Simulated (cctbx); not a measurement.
# What resolution and counting buy: Er2BeS4

Space group Cmc2_1 (no. 36), a = 3.6630 Å, b = 12.3570 Å, c = 12.7140 Å, α = 90.00°, β = 90.00°, γ = 90.00°.

| atom | mult. | x | y | z | Ueq (Å²) |
| --- | --- | --- | --- | --- | --- |
| Er1 | 4 | 0 | 0.1426 | 0.0785 | 0.0102 |
| Er2 | 4 | 0 | 0.3799 | 0.2850 | 0.0111 |
| S1 | 4 | 0 | 0.0323 | 0.2675 | 0.0194 |
| S2 | 4 | 1/2 | 0.2599 | 0.3949 | 0.0163 |
| S3 | 4 | 0 | 0.4836 | 0.4981 | 0.0197 |
| S4 | 4 | 1/2 | 0.2941 | 0.1358 | 0.0173 |
| Be1 | 4 | 0 | 0.1248 | 0.4514 | 0.0170 |

This is a model crystal, built by substitution and not relaxed, with assumed displacement parameters.

Five simulated data sets (cctbx; Mo Kα, λ = 0.71073 Å; 2 % proportional error) differ in resolution or exposure (noise floor 8 counts in the first three, 8 in the last two). Each is refined with the right model, isotropic at 1.1 Å and anisotropic otherwise. How do the figures of merit and the uncertainties move?

| d min (Å) | top counts | ⟨I/σ⟩ (unmerged, absences included) | unique | param. (scale apart) | Rint | R1 | GooF | largest s.u. xyz (fractional) | s.u. U of Be1 (Å²) | largest error (Å) |
| --- | --- | --- | --- | --- | --- | --- | --- | --- | --- | --- |
| 1.1 | 5000 | 8.1 | 272 | 21 | 0.028 | 0.0131 | 0.85 | 0.00210 | 0.0064 | 0.0480 |
| 0.84 | 5000 | 7.0 | 591 | 42 | 0.036 | 0.0155 | 0.92 | 0.00149 | 0.0062 | 0.0343 |
| 0.6 | 5000 | 4.8 | 1559 | 42 | 0.050 | 0.0233 | 0.92 | 0.00106 | 0.0037 | 0.0344 |
| 0.75 | 300 | 1.0 | 820 | 42 | 0.291 | 0.0863 | 0.93 | 0.01196 | 0.0453 | 0.0660 |
| 0.75 | 3000 | 4.8 | 820 | 42 | 0.053 | 0.0242 | 0.93 | 0.00169 | 0.0080 | 0.0180 |

The number of reflections grows roughly as 1/d³: 272, 591 and 1559 here. R1 follows the noise rather than the truth: at 300 counts it is 0.0863, at 3000 counts 0.0242, while GooF is 0.93 and 0.93: the weights 1/σ² carry the noise. The s.u. of U (U11 where anisotropic) for Be1 goes 0.0064, 0.0062, 0.0037 Å² with resolution and 0.0453, 0.0080 Å² with exposure.

Hardware for the 0.6 Å refinement: 0.83 s on 1 thread of Arm Neoverse N1, on a shared host, peak memory 0.09 GiB.
